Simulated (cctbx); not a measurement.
# Y6CrSi2Te11S3: as given, inverted or twinned?

Space group P3 (no. 143), a = 10.2910 Å, b = 10.2910 Å, c = 5.8860 Å, α = 90.00°, β = 90.00°, γ = 120.00°.

| atom | mult. | x | y | z | Ueq (Å²) |
| --- | --- | --- | --- | --- | --- |
| Te1 | 3 | 0.4168 | 0.5218 | 0.5231 | 0.0159 |
| Te2 | 3 | 0.5831 | 0.4727 | 0.0083 | 0.0115 |
| Te3 | 3 | 0.0860 | 0.2448 | 0.7491 | 0.0195 |
| Te4 | 1 | 1/3 | 2/3 | 0.0397 | 0.0156 |
| Te5 | 1 | 2/3 | 1/3 | 0.5266 | 0.0117 |
| Y1 | 3 | 0.1190 | 0.3557 | 0.2426 | 0.0200 |
| Y2 | 3 | 0.8785 | 0.6452 | 0.7487 | 0.0281 |
| Cr1 | 1 | 0 | 0 | 0.5102 | 0.0196 |
| S1 | 3 | 0.9120 | 0.7522 | 0.2755 | 0.0199 |
| Si1 | 1 | 1/3 | 2/3 | 0.6532 | 0.0163 |
| Si2 | 1 | 2/3 | 1/3 | 0.1683 | 0.0231 |

The model was made for the exercise: a known structure type with other elements put in, its volume estimated, not relaxed; displacement parameters are assumed.

Data sets are simulated with cctbx and refined with Bijvoet mates kept apart; Flack x is then fitted as the share of an inverted twin with the atoms fixed, Hooft y from the Bijvoet differences. The group has rotations alone, so the crystal has a hand.

Untwinned crystal. What Flack and Hooft values should come out?

| λ (Å) | extinction (unmodelled) | d min (Å) | top counts | error (%) | model | R1 | Flack x | s.u. | Hooft y | s.u. | pairs |
| --- | --- | --- | --- | --- | --- | --- | --- | --- | --- | --- | --- |
| 0.71073 | 0 | 0.77 | 5000 | 2 | as given | 0.0282 | -0.023 | 0.015 | -0.001 | 0.014 | 841 |
| 0.71073 | 0 | 0.77 | 5000 | 2 | inverted | 0.0587 | 1.027 | 0.015 | 1.018 | 0.015 | 841 |
| 1.54184 | 0.1 | 0.83 | 5000 | 1.5 | as given | 0.0241 | 0.019 | 0.013 | 0.019 | 0.012 | 665 |

With Mo Kα, x is within 3 s.u. of 0, so the hand is right. With Cu Kα, x is within 3 s.u. of 0, so the hand is right. Inverting the model turns x into about 1 − x.

A further crystal gives:

```
  λ (Å)  extinction (unmodelled)  d min (Å)  top counts  error (%)     model      R1  Flack x   s.u.  Hooft y   s.u.  pairs
0.71073                      0.1        0.7       40000        1.5  as given  0.0452    0.803  0.004    0.811  0.004   1104
```

**Question.** What is it?

It was simulated as an inversion twin with a fraction 0.8 of the inverted domain. Flack x is over 3 s.u. from both 0 and 1 and reads that fraction.

[Logs are printed without paths, hosts, clocks, repeated set-up lines and the standing remarks that a program may print on its own settings, such as how far it seeks lower states.]
